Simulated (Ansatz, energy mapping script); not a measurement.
# NiO: J from the energies of magnetic orders, part 2 of 2

Wanted: the magnetic order of NiO, its couplings and an estimate of its ordering temperature, by LDA+U (8.4 eV).

LDA with U = 8.4 eV on Ni d, ortho-atomic projectors; plane waves, U on orthogonalised atomic orbitals unless named otherwise, collinear spin, no spin–orbit coupling.

So far. Step 5 (Run 3 (parallel; cell B, 4 atoms)): The run ends ferromagnetic. For each magnetic atom its energy differs from the parallel run of the first cell by 0.06 meV, an error that one common reference would have brought in. Step 6 (Run 4 (compensated +−; cell B, 4 atoms)): The run ends antiferromagnetic, 90.78 meV a magnetic atom below the parallel order of its cell.

## (7) Run 5 (parallel; cell C, 6 atoms)

The parallel order again, as the reference for this cell.

input.yaml

```yaml
crystal:
  lattice:
    - [0.0, 2.085901641, 2.085901641]
    - [-2.085901641, 0.0, -2.085901641]
    - [-4.171803282, -4.171803282, 4.171803282]
  atoms:
    - { symbol: Ni, position: [0.0, 0.0, 0.0], spin: 2.0 }
    - { symbol: Ni, position: [0.333333333, 0.666666667, 0.666666667], spin: 2.0 }
    - { symbol: Ni, position: [0.666666667, 0.333333333, 0.333333333], spin: 2.0 }
    - { symbol: O, position: [0.666666667, 0.333333333, 0.833333333] }
    - { symbol: O, position: [0.0, 0.0, 0.5] }
    - { symbol: O, position: [0.333333333, 0.666666667, 0.166666667] }
magnetization:
  spin_polarized: true
kpoints:
  mp_grid: { grid: [9, 9, 3] }
hamiltonian:
  xc: lda
  hubbard:
    sites:
      - { species: Ni, l: d, u_eff: 8.4 }
      - { site: 0, l: d, u_eff: 8.4, starting_ns: [{ spin: up, occupation_matrix: ni1_major }, { spin: down, occupation_matrix: ni1_minor }] }
      - { site: 1, l: d, u_eff: 8.4, starting_ns: [{ spin: up, occupation_matrix: ni1_major }, { spin: down, occupation_matrix: ni1_minor }] }
      - { site: 2, l: d, u_eff: 8.4, starting_ns: [{ spin: up, occupation_matrix: ni1_major }, { spin: down, occupation_matrix: ni1_minor }] }
    projectors: ortho-atomic
    occupation_matrices:
      ni1_major:
        matrix:
          - [0.998, 0.0, 0.0, 0.0, 0.0]
          - [0.0, 0.999, 0.0, 0.0, 0.0]
          - [0.0, 0.0, 0.999, 0.0, 0.0]
          - [0.0, 0.0, 0.0, 0.998, 0.0]
          - [0.0, 0.0, 0.0, 0.0, 0.999]
      ni1_minor:
        matrix:
          - [0.138, 0.0, 0.0, 0.0, 0.0]
          - [0.0, 0.997, 0.0, 0.0, 0.0]
          - [0.0, 0.0, 0.997, 0.0, 0.0]
          - [0.0, 0.0, 0.0, 0.138, 0.0]
          - [0.0, 0.0, 0.0, 0.0, 0.997]
scf:
  occupations: { method: fermi_dirac, width: 0.05 }
output:
  eigenvalues: true
```

Launch:

```
ansatz run input.yaml --threads 4 --pin off --max-ram 8192MiB --backend cpu --events-out ev --progress --plain --runs-dir out
```

Numbers of over 12 decimals in the logs are rounded to 6 here.

What it wrote:

```text
[...]
Crystal: 6 atoms, lattice volume = 54.454 Å³
Basis set: ecut = 420 eV, 1057 PW (Γ)
Bands: 47, of which v1, the nominal top of the filled ones, is band 36 counted from 1 (35 counted from 0)
Symmetry: 36 space group operations
[...]
k-points: 31 of 243
[...]
Starting moments: Σ|m| = 6 μB on 3 of 6 sites
[...]
k-point 1 ↑: bands = [... 32 lower, 10.9454, 11.9027, 11.9027, 12.4226, 12.4226, 13.3089, 13.3089, 16.5905, ... 7 higher]
  k-point 2 ↑: bands = [... 32 lower, 11.0795, 11.7720, 11.8978, 12.0783, 12.4311, 12.7547, 13.2221, 16.5211, ... 7 higher]
  k-point 30 ↓: bands = [... 32 lower, 10.5069, 16.6257, 16.6257, 16.6257, 17.2491, 17.2491, 17.2491, 23.2029, ... 7 higher]
Occupation matrices written to <dir>
[key lines of the parts left out:]
SCF converged after 12 iterations
Magnetization: 6.0000 μB (39.0000 up, 33.0000 down)
Free energy (F): -18976.137007 eV
Fermi energy:    14.555860 eV
```

Run time: 3.1 s. Hardware: 4 threads of Arm Neoverse V2, shared host; peak memory 0.44 GiB; 11 s of CPU time.

The run ends ferromagnetic. For each magnetic atom its energy differs from the parallel run of the first cell by 0.06 meV, an error that one common reference would have brought in.

## (8) Order 6: uncompensated ++−, cell C of 6 atoms

This order reverses 4 of the 12 neighbours at 2.95 Å, 4 of the 6 neighbours at 4.17 Å and 12 of the 24 neighbours at 5.11 Å, counted for an average magnetic atom.

input.yaml: that of step 7 with these lines changed.

```diff
@@ -8,3 +8,3 @@
     - { symbol: Ni, position: [0.333333333, 0.666666667, 0.666666667], spin: 2.0 }
-    - { symbol: Ni, position: [0.666666667, 0.333333333, 0.333333333], spin: 2.0 }
+    - { symbol: Ni, position: [0.666666667, 0.333333333, 0.333333333], spin: -2.0 }
     - { symbol: O, position: [0.666666667, 0.333333333, 0.833333333] }
@@ -23,3 +23,3 @@
       - { site: 1, l: d, u_eff: 8.4, starting_ns: [{ spin: up, occupation_matrix: ni1_major }, { spin: down, occupation_matrix: ni1_minor }] }
-      - { site: 2, l: d, u_eff: 8.4, starting_ns: [{ spin: up, occupation_matrix: ni1_major }, { spin: down, occupation_matrix: ni1_minor }] }
+      - { site: 2, l: d, u_eff: 8.4, starting_ns: [{ spin: up, occupation_matrix: ni1_minor }, { spin: down, occupation_matrix: ni1_major }] }
     projectors: ortho-atomic
```

What it wrote:

```text
[...]
Crystal: 6 atoms, lattice volume = 54.454 Å³
Basis set: ecut = 420 eV, 1057 PW (Γ)
Bands: 47, of which v1, the nominal top of the filled ones, is band 36 counted from 1 (35 counted from 0)
Symmetry: 12 space group operations
[...]
k-points: 31 of 243
[...]
Starting moments: Σ|m| = 6 μB on 3 of 6 sites
[...]
k-point 1 ↑: bands = [... 32 lower, 11.2778, 12.1078, 12.1078, 12.8459, 12.8459, 16.6863, 16.8891, 16.8891, ... 7 higher]
  k-point 2 ↑: bands = [... 32 lower, 11.3346, 11.9507, 12.0193, 12.4657, 12.8360, 16.5296, 16.7644, 16.8918, ... 7 higher]
  k-point 30 ↓: bands = [... 32 lower, 10.4701, 11.5163, 11.5163, 16.5666, 16.9031, 16.9031, 17.1827, 22.8884, ... 7 higher]
Occupation matrices written to <dir>
[key lines of the parts left out:]
SCF converged after 13 iterations
Magnetization: 2.0000 μB (37.0000 up, 35.0000 down)
Free energy (F): -18976.326087 eV
Fermi energy:    14.434269 eV
```

The job ended after 2.8 s (4 threads; peak memory 0.44 GiB; 10 s of CPU time).

The run ends ferrimagnetic, 63.03 meV a magnetic atom below the parallel order of its cell.

## (9) Parallel start in cell D (6 atoms)

The parallel order again, as the reference for this cell.

This run holds the same structure in another cell (c 7.226 → 6.596 Å, α 90.0 → 102.9°, β 90.0 → 102.9°, γ 120.0 → 90.0°).

input.yaml

```yaml
crystal:
  lattice:
    - [0.0, 2.085901641, 2.085901641]
    - [0.0, 2.085901641, -2.085901641]
    - [-6.257704923, -2.085901641, 0.0]
  atoms:
    - { symbol: Ni, position: [0.0, 0.0, 0.0], spin: 2.0 }
    - { symbol: Ni, position: [0.333333333, 0.333333333, 0.666666667], spin: 2.0 }
    - { symbol: Ni, position: [0.666666667, 0.666666667, 0.333333333], spin: 2.0 }
    - { symbol: O, position: [0.833333333, 0.833333333, 0.666666667] }
    - { symbol: O, position: [0.166666667, 0.166666667, 0.333333333] }
    - { symbol: O, position: [0.5, 0.5, 0.0] }
magnetization:
  spin_polarized: true
kpoints:
  mp_grid: { grid: [8, 8, 8] }
hamiltonian:
  xc: lda
  hubbard:
    sites:
      - { species: Ni, l: d, u_eff: 8.4 }
      - { site: 0, l: d, u_eff: 8.4, starting_ns: [{ spin: up, occupation_matrix: ni1_major }, { spin: down, occupation_matrix: ni1_minor }] }
      - { site: 1, l: d, u_eff: 8.4, starting_ns: [{ spin: up, occupation_matrix: ni1_major }, { spin: down, occupation_matrix: ni1_minor }] }
      - { site: 2, l: d, u_eff: 8.4, starting_ns: [{ spin: up, occupation_matrix: ni1_major }, { spin: down, occupation_matrix: ni1_minor }] }
    projectors: ortho-atomic
    occupation_matrices:
      ni1_major:
        matrix:
          - [0.998, 0.0, 0.0, 0.0, 0.0]
          - [0.0, 0.999, 0.0, 0.0, 0.0]
          - [0.0, 0.0, 0.999, 0.0, 0.0]
          - [0.0, 0.0, 0.0, 0.998, 0.0]
          - [0.0, 0.0, 0.0, 0.0, 0.999]
      ni1_minor:
        matrix:
          - [0.138, 0.0, 0.0, 0.0, 0.0]
          - [0.0, 0.997, 0.0, 0.0, 0.0]
          - [0.0, 0.0, 0.997, 0.0, 0.0]
          - [0.0, 0.0, 0.0, 0.138, 0.0]
          - [0.0, 0.0, 0.0, 0.0, 0.997]
scf:
  occupations: { method: fermi_dirac, width: 0.05 }
output:
  eigenvalues: true
```

What it wrote:

```text
[...]
Crystal: 6 atoms, lattice volume = 54.454 Å³
Basis set: ecut = 420 eV, 1049 PW (Γ)
Bands: 47, of which v1, the nominal top of the filled ones, is band 36 counted from 1 (35 counted from 0)
Symmetry: 48 space group operations
[...]
k-points: 59 of 512
[...]
Starting moments: Σ|m| = 6 μB on 3 of 6 sites
[...]
k-point 1 ↑: bands = [... 32 lower, 10.6628, 10.6628, 11.1156, 11.1156, 11.6020, 11.6767, 11.6767, 15.9031, ... 7 higher]
  k-point 2 ↑: bands = [... 32 lower, 10.4534, 10.5139, 11.3073, 11.3073, 11.4139, 11.6617, 11.6617, 16.4390, ... 7 higher]
  k-point 58 ↓: bands = [... 32 lower, 10.5989, 16.2927, 16.2927, 16.4310, 16.6052, 16.6052, 16.8800, 20.8158, ... 7 higher]
Occupation matrices written to <dir>
[key lines of the parts left out:]
SCF converged after 12 iterations
Magnetization: 6.0000 μB (39.0000 up, 33.0000 down)
Free energy (F): -18976.137119 eV
Fermi energy:    14.560101 eV
```

Elapsed: 5.5 s, on 4 threads; peak memory 0.53 GiB.

The run ends ferromagnetic. For each magnetic atom its energy differs from the parallel run of the first cell by 0.02 meV, an error that one common reference would have brought in.

## (10) Run 8 (uncompensated ++−; cell D, 6 atoms)

This order reverses 5.33 of the 12 neighbours at 2.95 Å, 1.33 of the 6 neighbours at 4.17 Å and 16 of the 24 neighbours at 5.11 Å, counted for an average magnetic atom.

input.yaml: that of step 9 with these lines changed.

```diff
@@ -8,3 +8,3 @@
     - { symbol: Ni, position: [0.333333333, 0.333333333, 0.666666667], spin: 2.0 }
-    - { symbol: Ni, position: [0.666666667, 0.666666667, 0.333333333], spin: 2.0 }
+    - { symbol: Ni, position: [0.666666667, 0.666666667, 0.333333333], spin: -2.0 }
     - { symbol: O, position: [0.833333333, 0.833333333, 0.666666667] }
@@ -23,3 +23,3 @@
       - { site: 1, l: d, u_eff: 8.4, starting_ns: [{ spin: up, occupation_matrix: ni1_major }, { spin: down, occupation_matrix: ni1_minor }] }
-      - { site: 2, l: d, u_eff: 8.4, starting_ns: [{ spin: up, occupation_matrix: ni1_major }, { spin: down, occupation_matrix: ni1_minor }] }
+      - { site: 2, l: d, u_eff: 8.4, starting_ns: [{ spin: up, occupation_matrix: ni1_minor }, { spin: down, occupation_matrix: ni1_major }] }
     projectors: ortho-atomic
```

What it wrote:

```text
[...]
Crystal: 6 atoms, lattice volume = 54.454 Å³
Basis set: ecut = 420 eV, 1049 PW (Γ)
Bands: 47, of which v1, the nominal top of the filled ones, is band 36 counted from 1 (35 counted from 0)
Symmetry: 16 space group operations
[...]
k-points: 59 of 512
[...]
Starting moments: Σ|m| = 6 μB on 3 of 6 sites
[...]
k-point 1 ↑: bands = [... 32 lower, 11.2574, 11.2574, 11.6734, 11.8007, 11.8007, 15.9931, 16.0119, 16.2293, ... 7 higher]
  k-point 2 ↑: bands = [... 32 lower, 11.4237, 11.4449, 11.4449, 11.7933, 11.7933, 15.9931, 16.1570, 16.6247, ... 7 higher]
  k-point 58 ↓: bands = [... 32 lower, 10.4645, 10.4645, 10.8325, 16.3311, 16.4340, 16.5218, 16.7123, 20.4879, ... 7 higher]
Occupation matrices written to <dir>
[key lines of the parts left out:]
SCF converged after 13 iterations
Magnetization: 2.0000 μB (37.0000 up, 35.0000 down)
Free energy (F): -18976.189747 eV
Fermi energy:    14.629786 eV
```

It took 5.5 s on 4 threads; peak memory 0.54 GiB; 21 s of CPU time.

The run ends ferrimagnetic, 17.54 meV a magnetic atom below the parallel order of its cell.

## (11) The fit

Each energy difference is a sum of couplings weighted by the pairs that the order reverses. A few near shells are fitted to the differences by least squares. Energies are those extrapolated to zero occupation width, not the free energies F.

The orders that converged (zero: parallel moments in the same cell):

| order | atoms | energy (meV a magnetic atom) | moments (μB) | moments kept as typed | opposed neighbours at 2.95, 4.17, 5.11 Å |
| --- | --- | --- | --- | --- | --- |
| parallel in cell A | 4 | 0.00 | 1.73 | yes | 0, 0, 0 |
| compensated +− in cell A | 4 | 10.68 | 1.74 | yes | 8, 0, 16 |
| parallel in cell B | 4 | 0.00 | 1.73 | yes | 0, 0, 0 |
| compensated +− in cell B | 4 | -90.78 | 1.68 | yes | 6, 6, 12 |
| parallel in cell C | 6 | 0.00 | 1.73 | yes | 0, 0, 0 |
| uncompensated ++− in cell C | 6 | -63.03 | 1.68 to 1.70 | yes | 4, 4, 12 |
| parallel in cell D | 6 | 0.00 | 1.73 | yes | 0, 0, 0 |
| uncompensated ++− in cell D | 6 | -17.54 | 1.72 to 1.72 | yes | 5.33, 1.33, 16 |

Fitted to E = −Σ J e·e over ordered pairs of unit vectors (J > 0 favours parallel moments):

| pair | distance (Å) | neighbours | J (meV) |
| --- | --- | --- | --- |
| Ni–Ni | 2.95 | 12 | 1.22 |
| Ni–Ni | 4.17 | 6 | -8.25 |
| Ni–Ni | 5.11 | 24 | -0.273 |

These orders cannot tell some unfitted shells from fitted ones: the value at 2.95 Å holds J(2.95) − 2 J(5.90) + 4 J(7.80) and the value at 5.11 Å holds J(5.11) + J(5.90); other unfitted shells add to the values wholly or in part. No temperature is drawn.

Adding the shell at 6.60 Å gives 1.3, -8.2, -0.27 and -0.020 meV, an exact solve that tests nothing.

## (12) Comparison

The first set of orders, under LDA+U (1.98 eV), took 99 s of CPU time summed over its finished orders (seed run apart), these 95 s.

| quantity | this set | first set |
| --- | --- | --- |
| J at 2.95 Å, meV | 1.22 | 5.44 |
| J at 4.17 Å, meV | -8.25 | -24.2 |
| J at 5.11 Å, meV | -0.273 | -1.45 |

The coupling that led in the first set goes from -24.2 to -8.25 meV.

## (13) Results

* lowest order tried: compensated +− in cell B
* largest fitted value (a combination of shells), Ni–Ni at 4.17 Å: -8.25 meV

**Reading.** Of the orders tried, NiO prefers the order “compensated +− in cell B” under LDA+U (8.4 eV), with 6 of 12 neighbours at 2.95 Å, 6 of 6 neighbours at 4.17 Å and 12 of 24 neighbours at 5.11 Å opposed. The coupling at 4.17 Å is 0.34 times that of the first set, at 0.96 times the CPU time. The largest fitted coupling is the Ni–Ni pair at 4.17 Å, antiferromagnetic at -8.2 meV, across a ligand at about 180°. The straight metal–ligand–metal path outweighs the right-angled one, the pattern expected of superexchange through one ligand p orbital, which these runs do not test. The orders also reverse pairs at 5.90 Å, which are not fitted, so the fitted values hold their part too. With 4 differences for 3 couplings the fit misses by 0.24 meV at most, a small part of the spread. In the fitted orders moments change by up to 3.1 % against the parallel run of the same cell, so their size stays put. With a near shell that the orders cannot separate, no temperature is given.

[Logs and program files are shortened in this print: banners, set-up blocks, solver, clock and traceback lines can be left out without a mark of their own.]

[Logs are printed without paths, hosts, clocks, repeated set-up lines and the standing remarks that a program may print on its own settings, such as how far it seeks lower states.]

[Hosts, paths, dates, database ids (printed as entryN), source tags and the programs' standing remarks are cut or masked in the printed files.]

[Where a cell is said to come from a database of computed structures, the database is the Materials Project.]
